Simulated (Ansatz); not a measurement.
# Rh (Fm-3m, 1 atom in the cell): from the cell to its phonons, part 2 of 2

Wanted: phonon frequencies of Rh (Fm-3m, 1 atom in the cell) and what follows from them.

Ansatz 0.2.0; DFT PBEsol, scalar-relativistic, plane waves, PAW.

So far. Step 3 (Tight relaxation): The forces vanish by symmetry and the pressure is 0.000 GPa, within the tolerances set. The cell now holds 13.50 Å³/atom. The relaxed cell has a = 3.780 Å (conventional setting).

The database entry behind the starting cell differs from later determinations by our own check (an axis about 0.2 % short against later determinations), so it need not match the best structure at ambient conditions.

## (4) The dispersion

Stability and thermal properties need the whole zone. Linear response on a 4×4×4 q mesh gives force constants as far as a supercell of that size would.

input.yaml

```yaml
crystal:
  lattice:
    - [0.0, 1.8898314674, 1.8898314674]
    - [1.8898314674, 0.0, 1.8898314674]
    - [1.8898314674, 1.8898314674, 0.0]
  atoms:
    - { symbol: Rh, position: [0.0, 0.0, 0.0] }
kpoints:
  mp_grid: { grid: [20, 20, 20] }
hamiltonian:
  xc: pbesol
scf:
  occupations: { method: methfessel_paxton, width: 0.15 }
output:
  eigenvalues: true
phonons:
  method: dfpt
  qmesh: [4, 4, 4]
  temperatures: { t_max: 1000, t_step: 50 }
  qpath:
    path:
      - [[0.0, 0.0, 0.0], [0.5, 0.0, 0.5], [0.625, 0.25, 0.625]]
      - [[0.375, 0.375, 0.75], [0.0, 0.0, 0.0], [0.5, 0.5, 0.5], [0.5, 0.25, 0.75], [0.5, 0.0, 0.5]]
    npoints: 10
```

Started as:

```bash
$ ansatz run input.yaml --threads 4 --pin off --max-ram 7168MiB --backend cpu --events-out ev --progress --plain --runs-dir out
```

Numbers of over 12 decimals in the logs are rounded to 6 here.

The log of the run:

```text
[...]
Crystal: 1 atoms, lattice volume = 13.499 Å³
Basis set: ecut = 420 eV, 259 PW (Γ), exchange–correlation on 36×36×36 points (8 copies of the dense FFT grid, shifted against one another)
Bands: 13, of which v1, the nominal top of the filled ones, is band 9 counted from 1 (8 counted from 0)
Symmetry: 48 space group operations
k-points: 256 of 8000
[...]
SCF iter   1: F=—  HF=-6338.749647 eV  |F-HF|=—  |Δ(HF+E_count)|=         —  Δρ=9.43e-3  dr2=9.75e-3  ethr=1.77e-3  ⟨swp⟩=4.8  Hψ=17971  notcnv=0
[...]
SCF iter   7: F=-6338.746683 eV  HF=-6338.746683 eV  |F-HF|=3.64e-12  |Δ(HF+E_count)|=  4.55e-11  S|Δr|=    0.00e0  Δρ=2.16e-7  dr2=3.29e-12  ethr=1.00e-12  ⟨swp⟩=4.9  Hψ=14589  notcnv=0
SCF 1 converged in 7 iterations: F = -6338.746683 eV  dr2 = 3.29e-12
[...]
NSCF: frozen V_eff on 256 k-points
[...]
DFPT response loops at q = (0, 0, 0) (fractional): preconditioner auto → Kerker (q_TF=auto, 2.835 Å⁻¹) (partly filled bands, converged f_vac=0.000); β = 1.00, the filter's whole step (`scf.mixing.beta` (0.50) is not read by the response loops under this deck's `scf.mixing.preconditioner`; to damp them name `kerker` or `kerker_dos`, under which they read `scf.mixing.beta`, and type it under 1.00, their step now; both keys bind the ground state too); Broyden in place of MSR1
[...]
SCF converged after 7 iterations
[...]
Free energy (F): -6338.746683 eV
[...]
Internal energy: -6338.747636 eV  (E = F + TS)
E sigma→0 (E₀):  -6338.746921 eV
Entropy (-TS):   0.000954 eV (0.954 meV/atom)
Fermi energy:    22.779576 eV
[...]
--- Band table (eV; the first three rows and the last of 256) ---
  k-point 0: bands = [... 5 lower, 19.5864, 19.5864, 19.5864, 21.7620, 21.7620, 38.4848, 43.9107, 43.9107]
  k-point 1: bands = [... 5 lower, 19.5393, 19.6276, 19.6276, 21.7383, 21.7383, 38.6362, 43.3666, 44.0599]
  k-point 2: bands = [... 5 lower, 19.4168, 19.7387, 19.7387, 21.6830, 21.6830, 39.0533, 42.1663, 44.5018]
  k-point 255: bands = [... 5 lower, 18.8377, 18.8377, 21.5303, 23.8060, 32.4697, 32.4697, 34.0904, 35.5686]
--- Phonons (Γ-DFPT): 1 representative perturbation + reference (Σ response iterations 3) ---
  ASR residual: 1.655e-4 → 0.000e0 eV/Å²; symmetrization residual: 3.486e-12 eV/Å²
  ASR residual per site (eV/Å²): 1.66e-4
  Γ frequencies (cm⁻¹): 0.00 0.00 0.00
--- Phonons (arbitrary-q DFPT): 8 irreducible q on the 4×4×4 mesh ---
  q = [0.0000, 0.0000, 0.0000] (star 1, of the zone-centre solve; hermiticity 5.79e-10, symmetrization 2.11e-8): -0.00 -0.00 -0.00
  q = [0.0000, 0.0000, 0.2500] (star 8, 1 solved perturbation on 4200 of 8000 k-point pairs; hermiticity 1.18e-13, symmetrization 1.38e-13): 100.05 100.05 202.38
[...]
q = [0.0000, 0.2500, 0.2500] (star 6, 2 solved perturbations in 3420 linear systems a pass and spin channel, the states on 2210 of 8000 k-point pairs; hermiticity 1.08e-13, symmetrization 1.12e-13): 138.14 138.14 213.36
[...]
sum rule: each row above includes the acoustic sum rule's correction from the zone centre's row sums; it moved no ω² by more than (0.66 cm⁻¹)²
  mesh force constants: q→R imaginary residual 0.00e0; ASR residual 1.655e-4 → 0.000e0 eV/Å²; symmetrization residual 5.329e-15 eV/Å²
  interpolated dispersion: 62 rows × 3 modes
  density of states and harmonic sums: on the 28×28×28 q-mesh, interpolated from the force constants of a 4×4×4 supercell (no non-analytic term)
  largest difference from the sums on the solved wave vectors: F 1.07e-2 eV, S 1.48e-5 and C_V 4.03e-6 eV/K
  zero-point energy: 0.033388 eV/cell   skipped modes (ω ≤ 0): 3   left out of the sums: 4.56e-5 of the cell's modes: C_V's classical limit lies that fraction below 3 k_B per atom; for a crystal, a wire or a layer, F and S can be off by more, and a phonons.interpolated_qmesh denser along its periods is the remedy for the sampling
```

It took 2.2 min on 4 threads of Arm Neoverse V2, shared host; peak memory 3.5 GiB.

Reading the cycles: dr2 is the Hartree energy of the density residual (eV), the measure of convergence; HF is the Harris–Foulkes estimate of the energy, which meets the free energy F at convergence.

This step gave:

```yaml
sum_rule_residual_before_enforcement: 1.66e-4 eV/Å²
lowest_frequency_on_the_path: 0 cm⁻¹
highest_frequency_on_the_path_or_at_a_solved_wavevector: 250.0 cm⁻¹
mean_frequency: 179.5 cm⁻¹
debye_temperature_second_moment: 343 K
logarithmic_mean_frequency: 173.3 cm⁻¹
lowest_mode_on_the_q_mesh_acoustic_modes_at_gamma_apart: 100.0 cm⁻¹
zero_point_energy_per_atom: 33.39 meV
heat_capacity_at_300_k: 23.39 J/(mol atoms K)
vibrational_entropy_at_300_k: 30.36 J/(mol atoms K)
```

Frequencies (cm⁻¹) solved at each irreducible wavevector; negative means imaginary. Frequencies by wavevector, by row:

| q in reciprocal lattice units | star | mode 1 | mode 2 | mode 3 |
| --- | --- | --- | --- | --- |
| 0 0 0 | 1 | 0 | 0 | 0 |
| 0 0 0.25 | 8 | 100 | 100 | 202.4 |
| 0 0 -0.5 | 4 | 144.8 | 144.8 | 250 |
| 0 0.25 0.25 | 6 | 138.1 | 138.1 | 213.4 |
| 0 0.25 -0.5 | 24 | 168.5 | 178 | 233.8 |
| 0 0.25 -0.25 | 12 | 144.6 | 171.2 | 232.2 |
| 0 -0.5 -0.5 | 3 | 192.9 | 192.9 | 240.3 |
| 0.25 -0.5 -0.25 | 6 | 190.6 | 208.3 | 208.3 |

Interpolated from a 4×4×4 q mesh. Phonon branches along the path, in cm⁻¹:

| point | branch 1 | branch 2 | branch 3 |
| --- | --- | --- | --- |
| Γ | 0 | 0 | 0 |
| halfway | 138 | 138 | 213 |
| X | 193 | 193 | 240 |
| halfway | 189 | 195 | 234 |
| U | 180 | 205 | 219 |
| jump to K | 180 | 205 | 219 |
| halfway | 116 | 139 | 220 |
| Γ | 0 | 0 | 0 |
| halfway | 100 | 100 | 202 |
| L | 145 | 145 | 250 |
| halfway | 163 | 179 | 233 |
| W | 191 | 208 | 208 |
| halfway | 191 | 194 | 230 |
| X | 193 | 193 | 240 |

The phonon branches as a text plot (rows in cm⁻¹):

```
    245 |         ****                         ******           *
    234 |       **    **     ***              *      **       **
    224 |               **  *   *            *         **   **
    214 |      *          **                             * *
    203 |                ***                *            ****
    193 |           *****   *    *                     **********
    182 |    **   **    ***                           *
    172 |        *         * **            *         * **
    161 |       *           *  *  **                ***
    151 |   *                **                   ***
    141 |      *                *         *    ****
    130 |                      *              *
    120 |    **                 **  *        *
    109 |  *
     99 |                        *       *  *
     89 |   *                     **
     78 |                                  *
     68 |                         **      *
     57 | **                        **
     47 |                           *   **
     36 |
     26 | *                          *  *
     16 |
      5 |*                            **
         Γ           X  U|K            Γ         L        W     X
```

The phonon density of states has structure finer than the step of the table below, so its rows give means over 10 cm⁻¹, whole bins alone (the curve runs from 1 to 251 cm⁻¹). Peaks (cm⁻¹: height): 189.0: 0.0297, 235.0: 0.0572.

Tetrahedra on a 28×28×28 mesh, mean over bins of 2 cm-1. Interpolated from a 4×4×4 q mesh. Table of phonon density of states by wavenumber; means over each step:

| wavenumber (cm⁻¹) | phonon density of states (1/cm⁻¹/cell) |
| --- | --- |
| 10 | 2.6e-5 |
| 20 | 1.3e-4 |
| 30 | 3.1e-4 |
| 40 | 5.7e-4 |
| 50 | 9.1e-4 |
| 60 | 0.00134 |
| 70 | 0.00189 |
| 80 | 0.00258 |
| 90 | 0.00346 |
| 100 | 0.00459 |
| 110 | 0.00607 |
| 120 | 0.00815 |
| 130 | 0.0112 |
| 140 | 0.0170 |
| 150 | 0.0249 |
| 160 | 0.0267 |
| 170 | 0.0282 |
| 180 | 0.0292 |
| 190 | 0.0265 |
| 200 | 0.0145 |
| 210 | 0.00658 |
| 220 | 0.0173 |
| 230 | 0.0392 |
| 240 | 0.0263 |

Second derivatives of the energy by pair, one row for each kind of neighbour of each atom listed. Each entry sums the pair over the periodic images of the supercell that the q mesh stands for, and in a polar crystal it holds the long-range dipole part too. Force constants by pair, by row:

| atom | neighbour | distance (Å) | third of the trace (eV/Å²) | along the pair's line (eV/Å²) |
| --- | --- | --- | --- | --- |
| Rh1 | itself | 0 | 12.9 | – |
| Rh1 | Rh | 2.673 | -0.8398 | -2.713 |
| Rh1 | Rh | 3.78 | -0.0476 | -0.6091 |
| Rh1 | Rh | 4.629 | -0.1051 | -0.3386 |
| Rh1 | Rh | 5.345 | -0.0314 | -0.0795 |
| Rh1 | Rh | 5.976 | 0.008 | 0.0129 |
| Rh1 | Rh | 6.547 | -0.024 | -0.024 |

Harmonic thermodynamic functions per atom, from the density of states. Interpolated from a 4×4×4 q mesh. Thermodynamic functions, by row:

| T (K) | F_vib (meV/atom) | S (J/mol-atom/K) | C_V (J/mol-atom/K) |
| --- | --- | --- | --- |
| 0 | 33.39 | 0 | 0 |
| 50 | 33.19 | 1.589 | 4.775 |
| 100 | 30.75 | 8.26 | 14.74 |
| 200 | 15.12 | 21.19 | 21.63 |
| 300 | -11.85 | 30.36 | 23.39 |
| 400 | -47.01 | 37.19 | 24.05 |
| 500 | -88.46 | 42.6 | 24.36 |
| 600 | -135 | 47.05 | 24.54 |
| 700 | -185.8 | 50.85 | 24.64 |
| 800 | -240.2 | 54.14 | 24.71 |
| 900 | -297.9 | 57.06 | 24.76 |
| 1000 | -358.4 | 59.67 | 24.8 |

Harmonic mean-square displacement, third of the trace. Interpolated from a 4×4×4 q mesh. Mean square displacements, by row:

| T (K) | Rh1 U_eq (Å²) |
| --- | --- |
| 0 | 9.90e-4 |
| 100 | 0.00134 |
| 300 | 0.00308 |
| 600 | 0.00596 |

Symmetry leaves 8 wavevectors to solve. The lowest mode among them, the acoustic zeros apart, lies at q = (0, 0, 0.25) and is real, 100 cm⁻¹.

## (5) Finite displacements in a supercell

Finite displacements in a 2×2×2 supercell give force constants from forces alone. They are exact at the wavevectors that the supercell holds, where they check the linear-response result.

Edit input.yaml of step 4 so:

```diff
@@ -16,4 +16,4 @@
 phonons:
-  method: dfpt
-  qmesh: [4, 4, 4]
+  method: fd
+  supercell: [2, 2, 2]
   temperatures: { t_max: 1000, t_step: 50 }
```

The log of the run:

```text
[...]
Crystal: 8 atoms, lattice volume = 107.991 Å³
Basis set: ecut = 420 eV, 2085 PW (Γ), exchange–correlation on 72×72×72 points (8 copies of the dense FFT grid, shifted against one another)
Bands: 85, of which v1, the nominal top of the filled ones, is band 68 counted from 1 (67 counted from 0)
Symmetry: 384 space group operations
k-points: 47 of 1000
[...]
SCF iter   1: F=—  HF=-50709.973461 eV  |F-HF|=—  |Δ(HF+E_count)|=         —  Δρ=6.77e-8  dr2=3.34e-12  ethr=1.00e-12  ⟨swp⟩=3.0  Hψ=10266  notcnv=0
[...]
SCF iter   2: F=-50709.973461 eV  HF=-50709.973461 eV  |F-HF|=7.28e-12  |Δ(HF+E_count)|=  1.46e-11  S|Δr|=    0.00e0  Δρ=3.81e-8  dr2=1.10e-12  ethr=1.00e-12  ⟨swp⟩=2.0  Hψ=7388  notcnv=0
SCF 1 converged in 2 iterations: F = -50709.973461 eV  dr2 = 1.10e-12
[...]
Symmetry: 8 space group operations
k-points: 102 of 1000 (time reversal used)
[...]
SCF iter   8: F=-50709.973421 eV  HF=-50709.973421 eV  |F-HF|=1.46e-11  |Δ(HF+E_count)|=  7.28e-12  S|Δr|=    0.00e0  Δρ=4.17e-8  dr2=7.46e-13  ethr=1.00e-12  ⟨swp⟩=4.0  Hψ=34586  notcnv=0
SCF 2 converged in 8 iterations: F = -50709.973421 eV  dr2 = 7.46e-13
[...]
SCF converged after 2 iterations
[...]
Free energy (F): -50709.973461 eV
[...]
Internal energy: -50709.981090 eV  (E = F + TS)
E sigma→0 (E₀):  -50709.975368 eV
Entropy (-TS):   0.007629 eV (0.954 meV/atom)
Fermi energy:    22.779575 eV
[...]
--- Band table (eV; the first three rows and the last of 47) ---
  k-point 0: bands = [... 64 lower, 23.3752, 23.3752, 23.3752, 23.4015, 23.4015, 23.4015, 23.4015, 23.8025, ... 13 higher]
  k-point 1: bands = [... 64 lower, 23.2844, 23.3809, 23.3809, 23.3809, 23.3879, 23.3879, 23.3879, 23.7443, ... 13 higher]
  k-point 2: bands = [... 64 lower, 22.9425, 22.9425, 23.0319, 23.0319, 23.3975, 23.3975, 23.3975, 23.6544, ... 13 higher]
  k-point 46: bands = [... 64 lower, 21.5167, 21.5167, 21.5976, 21.5976, 22.5998, 22.5998, 23.1727, 23.1727, ... 13 higher]
--- Phonons: 1 displaced member + reference (amplitude 0.0025 Å, Σ member SCF iterations 8) ---
  symmetry images taken by strict's conditions (phonons.symmetry_images: auto; settled by no image being taken that strict refuses)
  ASR residual: 1.062e-4 → 0.000e0 eV/Å²; symmetrization residual: 5.329e-15 eV/Å²
  largest component of a force at the reference: 8.2e-29 eV/Å
  ASR residual per site (eV/Å²): 1.06e-4
  Γ frequencies (cm⁻¹): 0.00 0.00 0.00
[...]
```

Elapsed: 27 s, on 4 threads; peak memory 1.1 GiB.

Numbers from this step:

- atoms in the supercell: 8
- sum-rule residual before enforcement: 1.06e-4 eV/Å²
- highest frequency on the path or at a solved wavevector: 250 cm⁻¹

Interpolated from a 2×2×2 supercell, rough between the solved points. Phonon branches along the path, in cm⁻¹:

| point | branch 1 | branch 2 | branch 3 |
| --- | --- | --- | --- |
| Γ | 0 | 0 | 0 |
| halfway | 138 | 138 | 172 |
| X | 193 | 193 | 240 |
| halfway | 190 | 200 | 237 |
| U | 181 | 216 | 228 |
| jump to K | 181 | 216 | 228 |
| halfway | 114 | 150 | 191 |
| Γ | 0 | 0 | 0 |
| halfway | 102 | 102 | 177 |
| L | 145 | 145 | 250 |
| halfway | 165 | 186 | 240 |
| W | 194 | 219 | 219 |
| halfway | 194 | 201 | 235 |
| X | 193 | 193 | 240 |

The phonon branches as a text plot (rows in cm⁻¹):

```
    245 |            **                         *******         *
    234 |           *  ***                     *       **   ****
    224 |         **      *****               *          ***
    214 |        *       **    *                         * *
    203 |              **   *                *          *   ***
    193 |       *   ****     ** *                      * ********
    182 |         **    ***                           * *
    172 |      * *         *   *            *        * *
    161 |       *           *    *                  ***
    151 |                    ** *          *      ***
    141 |    ***                               ****
    130 |                      *  **          *
    120 |    **                  *           *
    109 |   *                   *         *
     99 |                        ***        *
     89 |   *                       *      *
     78 |  *                             *
     68 |                         ***     *
     57 |  *
     47 |                           **   *
     36 | *                          *  *
     26 | *                          *  *
     16 |
      5 |*                            **
         Γ           X  U|K            Γ         L        W     X
```

Tetrahedra on a 28×28×28 mesh, mean over bins of 2 cm-1. Interpolated from a 2×2×2 supercell, rough between the solved points. The phonon density of states by wavenumber; read off at these points:

wavenumber (cm⁻¹), phonon density of states (1/cm⁻¹/cell) and a bar:
```
       10     0.0000 
       20     0.0001 
       30     0.0003 
       40     0.0006 
       50     0.0009 #
       60     0.0013 #
       70     0.0019 #
       80     0.0026 ##
       90     0.0035 ##
      100     0.0047 ###
      110     0.0062 ####
      120     0.0081 ######
      130     0.0110 ########
      140     0.0158 ###########
      150     0.0233 ################
      160     0.0249 #################
      170     0.0265 ##################
      180     0.0282 ###################
      190     0.0300 #####################
      200     0.0192 #############
      210     0.0182 ############
      220     0.0119 ########
      230     0.0437 ##############################
      240     0.0151 ##########
      250     0.0015 #
```

On this path the spectrum ends at 250 cm⁻¹ (at L). No branch goes imaginary on this path.

## (6) What came out

```json
{"space group after relaxation (within 0.01 Å)": "Fm-3m", "volume per atom": "13.5 Å³", "electronic character": "no gap on this mesh", "lowest mode on the q mesh (acoustic modes at Γ apart)": "100 cm⁻¹", "highest frequency on the path or at a solved wavevector": "250 cm⁻¹", "zero-point energy per atom": "33.4 meV", "heat capacity at 300 K": "23.4 J/(mol atoms K)", "vibrational entropy at 300 K": "30.4 J/(mol atoms K)", "Debye temperature (second moment)": "343 K", "imaginary modes on the 4×4×4 q mesh": "none"}
```

In words: The structure is a minimum as far as tested: no mode is imaginary at the 8 irreducible wavevectors of the 4×4×4 mesh, and the softest away from the acoustic zeros lies at 100 cm⁻¹. With no gap, or one that is small against the smearing, the frequencies hang on the k mesh and the smearing, most of all near Kohn anomalies. These are harmonic frequencies at zero temperature: anharmonic shifts, linewidths and thermal expansion are left out.

[Logs are printed without paths, hosts, clocks, repeated set-up lines and the standing remarks that a program may print on its own settings, such as how far it seeks lower states.]

[Hosts, paths, dates, database ids (printed as entryN), source tags and the programs' standing remarks are cut or masked in the printed files.]
